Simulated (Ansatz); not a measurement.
# Optical response of SrCl2, part 2 of 2

Wanted: where SrCl2 starts to absorb, how strongly, and its refractive index.

Ansatz 0.2.0; DFT, PBE, plane-wave PAW, default files, scalar-relativistic, independent-particle optical response without local fields.

So far. Step 2 (Ground state and bands): There is a gap, 5.34 eV on the path, so no carriers' term is needed. The cell is left with a pressure of 1.0 GPa, as it stands unrelaxed at this level.

### Step 3. Spectrum

The spectrum is a sum over vertical transitions between filled and empty bands at the fixed density, so many empty bands are needed.

This step: DFT, PBE, plane-wave PAW, default files, scalar-relativistic, independent-particle optical response without local fields (Ansatz 0.2.0).

input.yaml reads:

```yaml
crystal:
  lattice:
    - [0.0, 3.48835, 3.48835]
    - [3.48835, 0.0, 3.48835]
    - [3.48835, 3.48835, 0.0]
  atoms:
    - { symbol: Sr, position: [0.0, 0.0, 0.0] }
    - { symbol: Cl, position: [0.75, 0.75, 0.75] }
    - { symbol: Cl, position: [0.25, 0.25, 0.25] }
kpoints:
  mp_grid: { grid: [6, 6, 6] }
scf:
  occupations: { method: fixed }
hamiltonian:
  xc: pbe
  pseudopotentials: { kind: paw }
output:
  optics:
    e_range: [0, 20]
    de: 0.05
    sigma: 0.1
    nscf_kmesh: { grid: [6, 6, 6] }
    bands: { spectra_wanted_up_to: 20 }
```

Started as:

```sh
> ansatz run input.yaml --threads 4 --pin off --max-ram 8192MiB --backend cpu --events-out ev --progress --plain --runs-dir out
```

Numbers of over 12 decimals in the logs are rounded to 6 here.

The program printed:

```text
[...]
Crystal: 3 atoms, lattice volume = 84.897 Å³
Basis set: ecut = 420 eV, 1639 PW (Γ)
Bands: 16, of which v1, the nominal top of the filled ones, is band 12 counted from 1 (11 counted from 0)
Symmetry: 48 space group operations
[...]
k-points: 16 of 216
[...]
SCF iter   1: F=—  HF=-5710.723541 eV  |F-HF|=—  |Δ(HF+E_count)|=         —  Δρ=3.72e-4  dr2=7.83e-5  ethr=1.77e-3  ⟨swp⟩=6.4  Hψ=1512  notcnv=0  defer=24
[...]
SCF iter   9: F=-5710.724833 eV  HF=-5710.724833 eV  |F-HF|=2.73e-12  |Δ(HF+E_count)|=    0.00e0  Δρ=6.79e-8  dr2=3.68e-12  ethr=1.00e-12  ⟨swp⟩=6.6  Hψ=1153  notcnv=0
SCF 1 converged in 9 iterations: F = -5710.724833 eV  dr2 = 3.68e-12
[...]
NSCF: frozen V_eff on 16 k-points
[...]
output.optics: what the bands over the 51 summed would add to eps1, eps2 and the energy-loss function is held between a lower and an upper bound (5 Lanczos steps). eps1, eps2 and their loss function (loss_summed_bands) are given on every row as the summed bands alone make them. Along an axis, on a row where the two bounds hold the loss function to about 1 % of the greater of itself and 0.5 % of |1/eps|, its cell (loss_completed) is given, with the completed eps1 and eps2 that it is formed of (a cell that is left empty reads nan in the table and null in the record). The two bounds hold it so along every axis on all 401 rows up to 20.000 eV. [rest of the remark cut]
SCF converged after 9 iterations
Free energy (F): -5710.724833 eV
[...]
Internal energy: -5710.724833 eV  (E = F + TS)
E sigma→0 (E₀):  -5710.724833 eV
Fermi energy:    3.098774 eV
[...]
--- Band table (eV; the first three rows and the last of 16) ---
  k-point 0: bands = [... 8 lower, 0.9810, 2.7646, 2.7646, 2.7646, 8.4420, 9.2017, 9.2017, 12.0709]
  k-point 1: bands = [... 8 lower, 1.1655, 2.4551, 2.6164, 2.6164, 9.0330, 9.4098, 9.4098, 11.1007]
  k-point 2: bands = [... 8 lower, 1.5163, 1.9374, 2.2874, 2.2874, 9.7327, 9.7327, 9.9355, 11.1037]
  k-point 15: bands = [... 8 lower, 1.5464, 2.2741, 2.7620, 3.0288, 9.0684, 10.2132, 10.3682, 10.5313]
```

Run time: 3.3 s. Hardware: 4 threads of Intel Xeon Platinum 8559C (Emerald Rapids), shared host; peak memory 0.71 GiB; 12 s of CPU time.

This step gave:

* electronic dielectric constant ε∞, mean over x, y and z (by symmetry where fewer were run): 3.214
* absorption onset, first axis (α over 10⁴ cm⁻¹, or the direct gap if that lies higher): 5.676 eV
* main peak of Im epsilon, first axis: 7.593 eV
* centre of weight of the strongest loss peak in the window: 17.18 eV
* least direct gap on the mesh: 5.508 eV
* bands summed: 51
* spectra valid up to: 29.25 eV
* program's estimate of the k-sum error in Im epsilon: 0.19 %
* electrons in the f-sum: 20.14

The Im ε, any direction has structure finer than the step of the table below, so its rows give means over 0.5 eV, whole bins alone (the curve runs from 0 to 20 eV). Peaks (eV: height): 7.60: 9.29, 9.55: 5.24, 12.55: 2.72.

Im ε, any direction against photon energy; means over each step:

| photon energy (eV) | Im ε, any direction |
| --- | --- |
| 5.0 | 0 |
| 5.5 | 0.0268 |
| 6.0 | 0.496 |
| 6.5 | 1.61 |
| 7.0 | 2.93 |
| 7.5 | 7.82 |
| 8.0 | 6.38 |
| 8.5 | 4.71 |
| 9.0 | 3.05 |
| 9.5 | 4.48 |
| 10.0 | 3.00 |
| 10.5 | 1.73 |
| 11.0 | 1.84 |
| 11.5 | 2.58 |
| 12.0 | 2.31 |
| 12.5 | 2.59 |
| 13.0 | 2.22 |
| 13.5 | 1.70 |
| 14.0 | 1.91 |
| 14.5 | 1.86 |
| 15.0 | 1.84 |
| 15.5 | 1.31 |
| 16.0 | 1.08 |
| 16.5 | 0.706 |
| 17.0 | 0.588 |
| 17.5 | 0.670 |
| 18.0 | 0.490 |
| 18.5 | 0.406 |
| 19.0 | 0.437 |
| 19.5 | 0.410 |

Re ε, any direction against photon energy:

photon energy (eV), Re ε, any direction and a bar from the least value:
```
      0.0       3.21 ##############
      0.5       3.22 ##############
      1.0       3.24 ##############
      1.5       3.27 ##############
      2.0       3.32 ###############
      2.5       3.39 ###############
      3.0       3.48 ###############
      3.5       3.60 ###############
      4.0       3.77 ################
      4.5       3.99 #################
      5.0       4.31 ##################
      5.5       4.86 ####################
      6.0       5.74 #######################
      6.5       6.50 #########################
      7.0       7.91 ##############################
      7.5       6.73 ##########################
      8.0       1.53 ########
      8.5      -0.58 #
      9.0       1.34 ########
      9.5       1.57 #########
     10.0      -0.98 
     10.5       0.26 ####
     11.0       1.20 #######
     11.5       1.09 #######
     12.0       0.82 ######
     12.5       0.67 ######
     13.0       0.21 ####
     13.5       0.10 ####
     14.0       0.33 ####
     14.5       0.26 ####
     15.0      -0.16 ###
     15.5       0.07 ####
     16.0      -0.25 ##
     16.5      -0.18 ###
     17.0       0.28 ####
     17.5       0.27 ####
     18.0       0.35 #####
     18.5       0.60 #####
     19.0       0.65 ######
     19.5       0.90 ######
     20.0       1.01 #######
```

The reflectivity at normal incidence, any direction has structure finer than the step of the table below, so its rows give means over 0.5 eV, whole bins alone (the curve runs from 0 to 20 eV). Peaks (eV: height): 7.65: 35.2, 8.50: 34.4, 9.95: 33.9, 12.70: 20.4, 15.20: 27.7, 16.45: 26.0.

Reflectivity at normal incidence, any direction against photon energy; means over each step:

photon energy (eV), reflectivity at normal incidence, any direction (%) and a bar:
```
      0.5        8.1 #######
      1.0        8.2 #######
      1.5        8.3 #######
      2.0        8.5 #######
      2.5        8.8 #######
      3.0        9.1 ########
      3.5        9.6 ########
      4.0       10.2 #########
      4.5       11.1 #########
      5.0       12.3 ###########
      5.5       14.2 ############
      6.0       17.1 ###############
      6.5       19.8 ##################
      7.0       24.1 ######################
      7.5       32.7 ##############################
      8.0       30.8 ############################
      8.5       29.7 ###########################
      9.0       17.7 ################
      9.5       25.3 #######################
     10.0       30.0 ###########################
     10.5       15.9 ##############
     11.0       10.3 #########
     11.5       15.4 ##############
     12.0       15.2 #############
     12.5       18.1 ################
     13.0       19.5 #################
     13.5       16.2 ##############
     14.0       15.7 ##############
     14.5       16.5 ###############
     15.0       22.4 ####################
     15.5       20.6 ##################
     16.0       23.0 #####################
     16.5       22.4 ####################
     17.0       10.0 ########
     17.5        9.5 ########
     18.0        7.2 ######
     18.5        3.1 ##
     19.0        2.3 #
     19.5        1.2
```

Values under 1 per cm are given as 1. The absorption coefficient, any direction by photon energy:

photon energy (eV), log10 absorption coefficient, any direction (1/cm) and a bar:
```
    0.000        0.0 
    0.500        0.0 
    1.000        0.0 
    1.500        0.0 
    2.000        0.0 
    2.500        0.0 
    3.000        0.0 
    3.500        0.0 
    4.000        0.0 
    4.500        0.0 
    5.000        0.0 
    5.500        1.9 #########
    6.000        4.8 #######################
    6.500        5.4 ##########################
    7.000        5.5 ###########################
    7.500        6.0 #############################
    8.000        6.1 ##############################
    8.500        6.2 ##############################
    9.000        6.0 #############################
    9.500        6.1 ##############################
   10.000        6.2 ##############################
   10.500        5.9 #############################
   11.000        5.9 #############################
   11.500        6.0 #############################
   12.000        6.0 #############################
   12.500        6.1 ##############################
   13.000        6.1 ##############################
   13.500        6.1 #############################
   14.000        6.1 ##############################
   14.500        6.1 ##############################
   15.000        6.2 ##############################
   15.500        6.1 #############################
   16.000        6.1 ##############################
   16.500        6.0 #############################
   17.000        5.9 ############################
   17.500        5.9 #############################
   18.000        5.8 ############################
   18.500        5.7 ###########################
   19.000        5.7 ############################
   19.500        5.6 ###########################
   20.000        5.6 ###########################
```

The loss function −Im 1/ε at q → 0, any direction has structure finer than the step of the table below, so its rows give means over 1 eV, whole bins alone (the curve runs from 0 to 20 eV). Peaks (eV: height): 10.5: 0.607, 16.6: 1.82, 17.7: 1.38.

Table of loss function −Im 1/ε at q → 0, any direction by energy loss; means over each step:

| energy loss (eV) | loss function −Im 1/ε at q → 0, any direction |
| --- | --- |
| 5 | 0 |
| 6 | 0.0151 |
| 7 | 0.0469 |
| 8 | 0.142 |
| 9 | 0.257 |
| 10 | 0.354 |
| 11 | 0.411 |
| 12 | 0.369 |
| 13 | 0.455 |
| 14 | 0.535 |
| 15 | 0.596 |
| 16 | 0.903 |
| 17 | 1.43 |
| 18 | 1.21 |
| 19 | 0.607 |

Optical constants at common wavelengths, from n + ik = √ε:

| wavelength (nm) | n | k | R (%) | 1/α |
| --- | --- | --- | --- | --- |
| 1550 | 1.80 | 0.000 | 8.1 | over 1 mm |
| 800 | 1.81 | 0.000 | 8.3 | over 1 mm |
| 450 | 1.85 | 0.000 | 8.9 | over 1 mm |
| 405 | 1.87 | 0.000 | 9.2 | over 1 mm |
| 365 | 1.89 | 0.000 | 9.5 | over 1 mm |
| 308 | 1.94 | 0.000 | 10.3 | over 1 mm |
| 248 | 2.08 | 0.000 | 12.2 | over 1 mm |

A film 1 µm thick would pass 84 % of daylight and look colourless in transmission (x = 0.313, y = 0.330).

The f-sum over the summed bands holds 20.1 of the cell's 24 electrons outside the frozen cores, 12 of which lie in bands more than 12 eV below the Fermi level, whose transitions come at higher energies. Up to 20 eV the strength has a mean oscillator energy of 10.2 eV, well above the main peak, so higher transitions carry much of it.

### Step 4. Static response with local fields

A static field by perturbation theory: the induced potential is included, and the Born charges come with it.

This step: DFT, PBE, plane-wave PAW, default files, scalar-relativistic, static field response by perturbation theory with local fields (Ansatz 0.2.0).

input.yaml, the sections that differ from step 3:

```yaml
dielectric: {}
# crystal, kpoints, scf, hamiltonian: as in step 3
# output: removed
```

The program printed:

```text
[...]
Crystal: 3 atoms, lattice volume = 84.897 Å³
Basis set: ecut = 420 eV, 1639 PW (Γ), exchange–correlation on 72×72×72 points (8 copies of the dense FFT grid, shifted against one another)
Bands: 16, of which v1, the nominal top of the filled ones, is band 12 counted from 1 (11 counted from 0)
Symmetry: 48 space group operations
k-points: 30 of 216 (irreducible under 8 space group operations, time reversal used)
[...]
SCF iter   1: F=—  HF=-5710.723646 eV  |F-HF|=—  |Δ(HF+E_count)|=         —  Δρ=3.69e-4  dr2=7.68e-5  ethr=1.77e-3  ⟨swp⟩=6.6  Hψ=2858  notcnv=0  defer=45
[...]
SCF iter   8: F=-5710.724850 eV  HF=-5710.724850 eV  |F-HF|=7.28e-12  |Δ(HF+E_count)|=  6.00e-11  Δρ=1.70e-7  dr2=2.09e-11  ethr=1.00e-12  ⟨swp⟩=6.5  Hψ=2201  notcnv=0
SCF 1 converged in 8 iterations: F = -5710.724850 eV  dr2 = 2.09e-11
[...]
DFPT response loops at Γ: preconditioner auto → none (the input reference at scf.mixing.eps_inf says where Resta's filter doesn't serve); β = 0.50; Broyden in place of MSR1
SCF converged after 8 iterations
Free energy (F): -5710.724850 eV
[...]
Internal energy: -5710.724850 eV  (E = F + TS)
E sigma→0 (E₀):  -5710.724850 eV
Fermi energy:    3.098773 eV
[...]
--- Band table (eV; the first three rows and the last of 30) ---
  k-point 0: bands = [... 8 lower, 0.9810, 2.7646, 2.7646, 2.7646, 8.4420, 9.2017, 9.2017, 12.0709]
  k-point 1: bands = [... 8 lower, 1.1655, 2.4551, 2.6164, 2.6164, 9.0331, 9.4098, 9.4098, 11.1007]
  k-point 2: bands = [... 8 lower, 1.5163, 1.9374, 2.2874, 2.2874, 9.7327, 9.7327, 9.9355, 11.1038]
  k-point 29: bands = [... 8 lower, 1.5464, 2.2741, 2.7620, 3.0288, 9.0684, 10.2133, 10.3682, 10.5314]
--- Dielectric response (ions clamped): 1 representative field direction + reference, on 30 of 216 k-points (Σ response iterations 8) ---
  k mesh reduced under 8 symmetry operations, with k and −k counted as one. Each operation leaves every solved perturbation unchanged. A smaller set is not considered because the run solves the response to a homogeneous field
  ε∞ (high-frequency dielectric tensor):
        2.916657    -0.000000    -0.000000
        0.000000     2.916657    -0.000000
       -0.000000     0.000000     2.916657
  Born effective charges Z* (e; rows j = field, columns β = displacement):
    site 0:
         2.49612    0.00000   -0.00000
        -0.00000    2.49612   -0.00000
         0.00000    0.00000    2.49612
    site 1:
        -1.24806   -0.00000    0.00000
         0.00000   -1.24806    0.00000
         0.00000   -0.00000   -1.24806
    site 2:
        -1.24806   -0.00000    0.00000
         0.00000   -1.24806    0.00000
         0.00000   -0.00000   -1.24806
  Z* charge neutrality: 2.377e-5 e pre-enforcement
  k-mesh period / interband length: 29.6 Å / 1.27 Å = 23.39 at k = (0.0000, 0.0000, 0.0000), direct gap 5.677 eV — 14 or more, which is no proof of convergence
```

Run time: 2.2 s. Hardware: 4 threads; peak memory 0.53 GiB; 7.9 s of CPU time.

This step gave:

```
electronic dielectric constant ε∞, mean over x, y and z (by symmetry where fewer were run) : 2.917
```

ε∞ with local fields:

```
2.92 0.00 0.00
0.00 2.92 0.00
0.00 0.00 2.92
```

Diagonal elements. Born, by row:

| atom | Z*xx (e) | Z*yy (e) | Z*zz (e) |
| --- | --- | --- | --- |
| Sr1 | 2.496 | 2.496 | 2.496 |
| Cl2 | -1.248 | -1.248 | -1.248 |
| Cl3 | -1.248 | -1.248 | -1.248 |

Mean Born charges are Sr +2.50 and Cl -1.25, against formal valences of +2 and -1. The largest lies a little above its ionic value.

### Step 5. Outcome

| Property | Result |
| --- | --- |
| gap on the path | 5.34 eV |
| least direct gap on the path | 5.51 eV |
| electronic dielectric constant ε∞, mean over x, y and z (by symmetry where fewer were run) (independent particles) | 3.21 |
| absorption onset, first axis (α over 10⁴ cm⁻¹, or the direct gap if that lies higher) | 5.68 eV |
| main peak of Im epsilon, first axis | 7.59 eV |
| centre of weight of the strongest loss peak in the window, first axis | 17.2 eV |
| electronic dielectric constant ε∞, mean over x, y and z (by symmetry where fewer were run) (static response with local fields) | 2.92 |

In words: At this level (PBE, independent particles) SrCl2 has ε∞ = 3.21 (2.92 with local fields) and n = 1.80 at 1550 nm; absorption sets in near 5.7 eV, and Im ε peaks at 7.6 eV. The gap is indirect (5.34 eV), so absorption without phonons can begin only at the direct gap of 5.51 eV. The absorption coefficient passes 10⁴ cm⁻¹ at 5.68 eV, in the ultraviolet, so the visible is passed. The strongest loss structure up to 20 eV has its centre of weight at 17.2 eV; a free-electron gas of the 20.1 electrons in the f-sum would put its plasmon at 18.1 eV. Distinct maxima of Im ε, read by a parabola through the highest points, lie at 7.59 eV (9.3), 8.41 eV (5.9), 9.56 eV (5.2) and 12.56 eV (2.7). The f-sum over the summed bands holds 20.1 of the cell's 24 electrons outside the frozen cores, 12 of which lie in bands more than 12 eV below the Fermi level, whose transitions come at higher energies. Up to 20 eV the strength has a mean oscillator energy of 10.2 eV, well above the main peak, so higher transitions carry much of it. A film 1 µm thick would pass 84 % of daylight and look colourless in transmission (x = 0.313, y = 0.330). With local fields and the functional's kernel the static response is 2.92 against 3.21 for independent particles (-9 %). In the base spectrum excitons and phonon-assisted transitions are missing, and so are local fields; PBE gaps are as a rule too small, which pulls the onset down and ε∞ up. In the base run ε includes the program's bounded estimate of what the bands above those summed add.

[Logs are printed without paths, hosts, clocks, repeated set-up lines and the standing remarks that a program may print on its own settings, such as how far it seeks lower states.]

[Hosts, paths, dates, database ids (printed as entryN), source tags and the programs' standing remarks are cut or masked in the printed files.]
